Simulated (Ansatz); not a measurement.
# La on Pd(111): change of the work function, part 3 of 4

How does one ordered layer of La (hcp site) change the work function of Pd(111), and what dipole does each adsorbate carry?

Ansatz 0.2.0; plane-wave DFT, RPBE, Ansatz PAW (the session's first sound run).

So far, work function, upper face (eV): step 2 (the clean slab) 5.10; step 3 (17 atoms, coverage 0.25 ML, cell 2x2) 2.08.

### Step 5. The 0.25 ML cell at another level of theory, cutoff 420 eV, functional PBE

This step: plane-wave DFT, PBE, Ansatz PAW (Ansatz 0.2.0).

The geometry is kept and the functional is PBE.

File input.yaml:

```yaml
crystal:
  lattice:
    - [5.5012907577, 0.0, 0.0]
    - [2.7506453788, 4.7642575498, 0.0]
    - [0.0, 0.0, 28.1970042534]
  atoms:
    - { symbol: Pd, position: [0.0, 0.0, 0.3191828436] }
    - { symbol: Pd, position: [0.1666666667, 0.1666666667, 0.3988328847] }
    - { symbol: Pd, position: [0.3333333333, 0.3333333333, 0.4814981251] }
    - { symbol: Pd, position: [0.0, 0.0, 0.5770280214] }
    - { symbol: Pd, position: [0.0, 0.5, 0.3191828436] }
    - { symbol: Pd, position: [0.1666666667, 0.6666666667, 0.3988328847] }
    - { symbol: Pd, position: [0.3300392583, 0.8349803709, 0.4826285723] }
    - { symbol: Pd, position: [-0.0062919367, 0.5031459683, 0.5656129442] }
    - { symbol: Pd, position: [0.5, 0.0, 0.3191828436] }
    - { symbol: Pd, position: [0.6666666667, 0.1666666667, 0.3988328847] }
    - { symbol: Pd, position: [0.8349803709, 0.3300392583, 0.4826285723] }
    - { symbol: Pd, position: [0.5031459683, -0.0062919367, 0.5656129442] }
    - { symbol: Pd, position: [0.5, 0.5, 0.3191828436] }
    - { symbol: Pd, position: [0.6666666667, 0.6666666667, 0.3988328847] }
    - { symbol: Pd, position: [0.8349803709, 0.8349803709, 0.4826285723] }
    - { symbol: Pd, position: [0.5031459683, 0.5031459683, 0.5656129442] }
    - { symbol: La, position: [0.3333333333, 0.3333333333, 0.6386808512] }
kpoints:
  mp_grid: { grid: [6, 6, 1] }
hamiltonian:
  xc: pbe
scf:
  occupations: { method: fermi_dirac, width: 0.1 }
  convergence: { dr2_threshold: 1.0e-08 }
efield:
  axis: 3
  dipole_correction: true
  ramp_position: 0.97
  ramp_width: 0.06
output:
  write_potential: true
  write_density: true
  volumetric_format: npy
```

Launch:

```
$ ansatz run input.yaml --threads 4 --pin off --max-ram 6144MiB --backend cpu --events-out ev --progress --plain --runs-dir out
```

Numbers of over 12 decimals in the logs are rounded to 6 here.

The log of the run:

```text
[...]
Crystal: 17 atoms, lattice volume = 739.031 Å³
Basis set: ecut = 420 eV, 14405 PW (Γ)
Bands: 180, of which v1, the nominal top of the filled ones, is band 150 counted from 1 (149 counted from 0)
Symmetry: 6 space group operations
[...]
k-points: 7 of 36 (time reversal used)
[...]
SCF iter   1: F=—  HF=-117814.665829 eV  |F-HF|=—  |Δ(HF+E_count)|=         —  Δρ=8.98e-3  dr2=7.22e0  ethr=1.77e-3  p=0.438 e·Å  D=1.07e-1 V/Å  ΔV_dip=-3.02 eV  dr2_dipole=1.90e0  V_vac-E_F(+/−)=1.97/4.99 eV  ⟨swp⟩=7.6  Hψ=5130  notcnv=0  defer=15
[...]
SCF iter  13: F=-117814.507798 eV  HF=-117814.507798 eV  |F-HF|=3.93e-9  |Δ(HF+E_count)|=   1.11e-8  Δρ=6.31e-7  dr2=5.64e-9  ethr=3.34e-12  p=0.437 e·Å  D=1.07e-1 V/Å  ΔV_dip=-3.02 eV  dr2_dipole=1.34e-10  V_vac-E_F(+/−)=2.21/5.23 eV  ⟨swp⟩=13.4  Hψ=3022  notcnv=0
SCF 1 converged in 13 iterations: F = -117814.507798 eV  dr2 = 5.64e-9
[...]
WARN: The output density's exchange-correlation potential varies sharply where the density is thin. Do not read a vacuum level from v_tot or v_xc, or from such a field of the output density. On a cell that repeats whose density bears no net charge and no dipole along the vacuum's axis use v_es (v_loc + v_h of the components); under efield.dipole_correction with no amplitude use v_es + v_field, which holds any externa [...]
SCF converged after 13 iterations
Free energy (F): -117814.507798 eV
[...]
Internal energy: -117813.622349 eV  (E = F + TS)
E sigma→0 (E₀):  -117814.065074 eV
Entropy (-TS):   -0.885449 eV (-52.085 meV/atom)
Fermi energy:    4.620328 eV
Dipole field:    D = 0.107083 V/Å  (p = 0.437341 e·Å, saw-weighted, corrected)
Work function:   Φ+ = 2.2128 eV   Φ− = 5.2322 eV
[...]
--- Band table (eV; the first three rows and the last of 7) ---
  k-point 0: bands = [... 146 lower, 4.8484, 4.8484, 4.8599, 4.9641, 4.9644, 4.9644, 5.2160, 5.5627, ... 26 higher]
  k-point 1: bands = [... 146 lower, 4.5822, 4.6499, 4.6695, 4.7601, 4.7623, 4.7685, 5.0537, 5.5438, ... 26 higher]
  k-point 2: bands = [... 146 lower, 4.3649, 4.4622, 4.4891, 4.4933, 4.5264, 4.7373, 4.7384, 5.2707, ... 26 higher]
  k-point 6: bands = [... 146 lower, 4.3241, 4.3499, 4.3696, 4.3703, 4.4428, 4.4462, 4.4599, 4.4688, ... 26 higher]
```

Elapsed: 17 s, on 4 threads of Intel Xeon 6975P-C (Granite Rapids), shared host; peak memory 3 GiB; 66 s of CPU time.

Reading the cycles: dr2 is the Hartree energy of the density residual (eV), the measure of convergence; HF is the Harris–Foulkes estimate of the energy, which meets the free energy F at convergence.

This step gave:

```yaml
energy_at_zero_smearing: -117814.0651 eV
work_function_upper_face: 2.213 eV
work_function_lower_face: 5.232 eV
dipole_along_the_normal: 0.4373 e·Å
step_between_the_vacuum_levels: -3.019 eV
```

The work function comes to 2.21 eV, +0.13 eV from the first level.

### Step 6. The 0.25 ML cell at another level of theory, cutoff 420 eV, functional revpbe

This step: plane-wave DFT, revPBE, Ansatz PAW (Ansatz 0.2.0).

The geometry is kept and the functional is revPBE.

Changes to input.yaml since step 5:

```diff
@@ -26,3 +26,3 @@
 hamiltonian:
-  xc: pbe
+  xc: revpbe
 scf:
```

The log of the run:

```text
[...]
Crystal: 17 atoms, lattice volume = 739.031 Å³
Basis set: ecut = 420 eV, 14405 PW (Γ)
Bands: 180, of which v1, the nominal top of the filled ones, is band 150 counted from 1 (149 counted from 0)
Symmetry: 6 space group operations
[...]
k-points: 7 of 36 (time reversal used)
[...]
SCF iter   1: F=—  HF=-117909.820328 eV  |F-HF|=—  |Δ(HF+E_count)|=         —  Δρ=8.71e-3  dr2=5.58e0  ethr=1.77e-3  p=0.438 e·Å  D=1.07e-1 V/Å  ΔV_dip=-3.02 eV  dr2_dipole=1.34e0  V_vac-E_F(+/−)=1.93/4.96 eV  ⟨swp⟩=7.3  Hψ=5025  notcnv=0  defer=12
[...]
SCF iter  13: F=-117909.697428 eV  HF=-117909.697428 eV  |F-HF|=1.46e-10  |Δ(HF+E_count)|=   2.98e-8  Δρ=6.11e-7  dr2=4.97e-9  ethr=3.34e-12  p=0.432 e·Å  D=1.06e-1 V/Å  ΔV_dip=-2.98 eV  dr2_dipole=1.47e-10  V_vac-E_F(+/−)=2.09/5.07 eV  ⟨swp⟩=14.7  Hψ=3380  notcnv=0
SCF 1 converged in 13 iterations: F = -117909.697428 eV  dr2 = 4.97e-9
[...]
SCF converged after 13 iterations
Free energy (F): -117909.697428 eV
[...]
Internal energy: -117908.814241 eV  (E = F + TS)
E sigma→0 (E₀):  -117909.255834 eV
Entropy (-TS):   -0.883187 eV (-51.952 meV/atom)
Fermi energy:    4.740271 eV
Dipole field:    D = 0.105728 V/Å  (p = 0.431807 e·Å, saw-weighted, corrected)
Work function:   Φ+ = 2.0855 eV   Φ− = 5.0667 eV
[...]
--- Band table (eV; the first three rows and the last of 7) ---
  k-point 0: bands = [... 146 lower, 4.9669, 4.9669, 4.9782, 5.0827, 5.0830, 5.0830, 5.3317, 5.7060, ... 26 higher]
  k-point 1: bands = [... 146 lower, 4.7009, 4.7782, 4.7883, 4.8793, 4.8816, 4.8876, 5.1846, 5.6591, ... 26 higher]
  k-point 2: bands = [... 146 lower, 4.4920, 4.5806, 4.6088, 4.6105, 4.6441, 4.8565, 4.8574, 5.3989, ... 26 higher]
  k-point 6: bands = [... 146 lower, 4.4465, 4.4693, 4.4904, 4.4914, 4.5655, 4.5710, 4.5843, 4.5958, ... 26 higher]
```

Elapsed: 18 s, on 4 threads; peak memory 3 GiB.

This step gave:

```yaml
energy_at_zero_smearing: -117909.2558 eV
work_function_upper_face: 2.085 eV
work_function_lower_face: 5.067 eV
dipole_along_the_normal: 0.4318 e·Å
step_between_the_vacuum_levels: -2.981 eV
```

The work function comes to 2.09 eV, +0.00 eV from the first level.

### Step 7. The 0.25 ML cell at another level of theory, cutoff 420 eV, functional PBEsol

This step: plane-wave DFT, PBEsol, Ansatz PAW (Ansatz 0.2.0).

The geometry is kept and the functional is PBEsol.

Changes to input.yaml since step 6:

```diff
@@ -26,3 +26,3 @@
 hamiltonian:
-  xc: revpbe
+  xc: pbesol
 scf:
```

The log of the run:

```text
[...]
Crystal: 17 atoms, lattice volume = 739.031 Å³
Basis set: ecut = 420 eV, 14405 PW (Γ)
Bands: 180, of which v1, the nominal top of the filled ones, is band 150 counted from 1 (149 counted from 0)
Symmetry: 6 space group operations
[...]
k-points: 7 of 36 (time reversal used)
[...]
k-point 0: bands = [... 146 lower, 4.7416, 4.7416, 4.7537, 4.8567, 4.8570, 4.8570, 5.1186, 5.4247, ... 26 higher]
  k-point 1: bands = [... 146 lower, 4.4737, 4.5346, 4.5618, 4.6509, 4.6528, 4.6597, 4.9021, 5.4406, ... 26 higher]
  k-point 2: bands = [... 146 lower, 4.2448, 4.3545, 4.3794, 4.3894, 4.4212, 4.6280, 4.6294, 5.1601, ... 26 higher]
  k-point 6: bands = [... 146 lower, 4.2049, 4.2392, 4.2555, 4.2583, 4.3223, 4.3254, 4.3374, 4.3413, ... 26 higher]
[key lines of the parts left out:]
SCF converged after 14 iterations
Free energy (F): -116665.259327 eV
Fermi energy:    4.510221 eV
Dipole field:    D = 0.110903 V/Å  (p = 0.452943 e·Å, saw-weighted, corrected)
Work function:   Φ+ = 2.2370 eV   Φ− = 5.3641 eV
```

Elapsed: 18 s, on 4 threads; peak memory 3 GiB; 71 s of CPU time.

The work function comes to 2.24 eV, +0.15 eV from the first level.

### Step 8. The 0.25 ML cell at another level of theory, cutoff 500 eV, functional r2SCAN

This step: plane-wave DFT, r2SCAN, Ansatz PAW (Ansatz 0.2.0).

The geometry is kept and the functional is r2SCAN; other changes against the main runs: cutoff 420 → 500.

Changes to input.yaml since step 7:

```diff
@@ -26,3 +26,3 @@
 hamiltonian:
-  xc: pbesol
+  xc: r2scan
 scf:
```

The log of the run:

```text
[...]
Crystal: 17 atoms, lattice volume = 739.031 Å³
Basis set: ecut = 500 eV, 18673 PW (Γ), exchange–correlation on 180×180×864 points (64 copies of the dense FFT grid, shifted against one another)
Bands: 180, of which v1, the nominal top of the filled ones, is band 150 counted from 1 (149 counted from 0)
Symmetry: 6 space group operations
[...]
k-point 0: bands = [... 146 lower, 4.8027, 4.8027, 4.8123, 4.9224, 4.9229, 4.9229, 5.1911, 5.7072, ... 26 higher]
  k-point 1: bands = [... 146 lower, 4.5282, 4.6170, 4.6329, 4.7167, 4.7204, 4.7225, 5.1384, 5.5543, ... 26 higher]
  k-point 2: bands = [... 146 lower, 4.3405, 4.3963, 4.4185, 4.4372, 4.4556, 4.6957, 4.6958, 5.2655, ... 26 higher]
  k-point 6: bands = [... 146 lower, 4.2725, 4.2931, 4.3190, 4.3277, 4.4095, 4.4256, 4.4370, 4.4689, ... 26 higher]
[key lines of the parts left out:]
SCF converged after 13 iterations
Free energy (F): -118034.916186 eV
Fermi energy:    4.569970 eV
Dipole field:    D = 0.108998 V/Å  (p = 0.445164 e·Å, saw-weighted, corrected)
Work function:   Φ+ = 2.1659 eV   Φ− = 5.2393 eV
```

The job ended after 36 s (4 threads; peak memory 4.9 GiB).

The work function comes to 2.17 eV, +0.08 eV from the first level.

### Step 9. Comparing the runs

Times are for 4 threads of Intel Xeon 6975P-C (Granite Rapids), shared host. The runs compared:

```tsv
no.	functional	work function, upper face (eV)	dipole along the normal (e·Å)	time	memory (GiB)
1	pbe	2.213	0.4373	17 s	3.0
2	revpbe	2.085	0.4318	18 s	3.0
3	pbesol	2.237	0.4529	18 s	3.0
4	r2scan	2.166	0.4452	36 s	4.9
```

### Step 10. Varying the input

This step: plane-wave DFT, RPBE, Ansatz PAW (Ansatz 0.2.0).

An input spoilt on purpose, to show how the run answers: it repeats the earlier run at 0.25 ML with efield.axis from 3 to 0, and scf.max_iter set to 100; its output block differs too.

File input.yaml:

```yaml
crystal:
  lattice:
    - [5.5012907577, 0.0, 0.0]
    - [2.7506453788, 4.7642575497, 0.0]
    - [0.0, 0.0, 28.1970042534]
  atoms:
    - { symbol: Pd, position: [0.0, 0.0, 0.3191828436] }
    - { symbol: Pd, position: [0.1666666667, 0.1666666667, 0.3988328847] }
    - { symbol: Pd, position: [0.3333333333, 0.3333333333, 0.4817421006] }
    - { symbol: Pd, position: [0.0, 0.0, 0.5649354218] }
    - { symbol: Pd, position: [0.0, 0.5, 0.3191828436] }
    - { symbol: Pd, position: [0.1666666667, 0.6666666667, 0.3988328847] }
    - { symbol: Pd, position: [0.3333333333, 0.8333333333, 0.4817421006] }
    - { symbol: Pd, position: [0.0, 0.5, 0.5649354218] }
    - { symbol: Pd, position: [0.5, 0.0, 0.3191828436] }
    - { symbol: Pd, position: [0.6666666667, 0.1666666667, 0.3988328847] }
    - { symbol: Pd, position: [0.8333333333, 0.3333333333, 0.4817421006] }
    - { symbol: Pd, position: [0.5, 0.0, 0.5649354218] }
    - { symbol: Pd, position: [0.5, 0.5, 0.3191828436] }
    - { symbol: Pd, position: [0.6666666667, 0.6666666667, 0.3988328847] }
    - { symbol: Pd, position: [0.8333333333, 0.8333333333, 0.4817421006] }
    - { symbol: Pd, position: [0.5, 0.5, 0.5649354218] }
    - { symbol: La, position: [0.3333333333, 0.3333333333, 0.6808171564] }
kpoints:
  mp_grid: { grid: [6, 6, 1] }
hamiltonian:
  xc: rpbe
scf:
  occupations: { method: fermi_dirac, width: 0.1 }
  convergence: { dr2_threshold: 1.0e-08 }
  max_iter: 100
efield:
  axis: 0
  dipole_correction: true
  ramp_position: 0.97
  ramp_width: 0.06
relax:
  f_tol: 0.02
  max_steps: 60
  constraints: [{ sites: [0, 1, 4, 5, 8, 9, 12, 13] }]
output:
  bader: true
  dos: { projected: true, e_range: [-8, 4] }
  write_potential: true
  write_density: true
  volumetric_format: npy
```

The log of the run:

```text
Error: invalid value for `efield.axis`: must be in [1, 3]; got 0
```

The job ended after 0.02 s (4 threads; peak memory 0.042 GiB).

The input was rejected at the start.

The program's message: “Error: invalid value for `efield.axis`: must be in [1, 3]; got 0”

The fault put into the input: an axis of 0, outside the range 1 to 3.

(Part 3 of 4 ends here.)

[Logs are printed without paths, hosts, clocks, repeated set-up lines and the standing remarks that a program may print on its own settings, such as how far it seeks lower states.]

[Hosts, paths, dates, database ids (printed as entryN), source tags and the programs' standing remarks are cut or masked in the printed files.]

[Maps of the electrostatic potential energy from Ansatz leave out the sawtooth potential of an applied field or a dipole correction, so their vacuum need not be flat; planar profiles and work functions include it.]
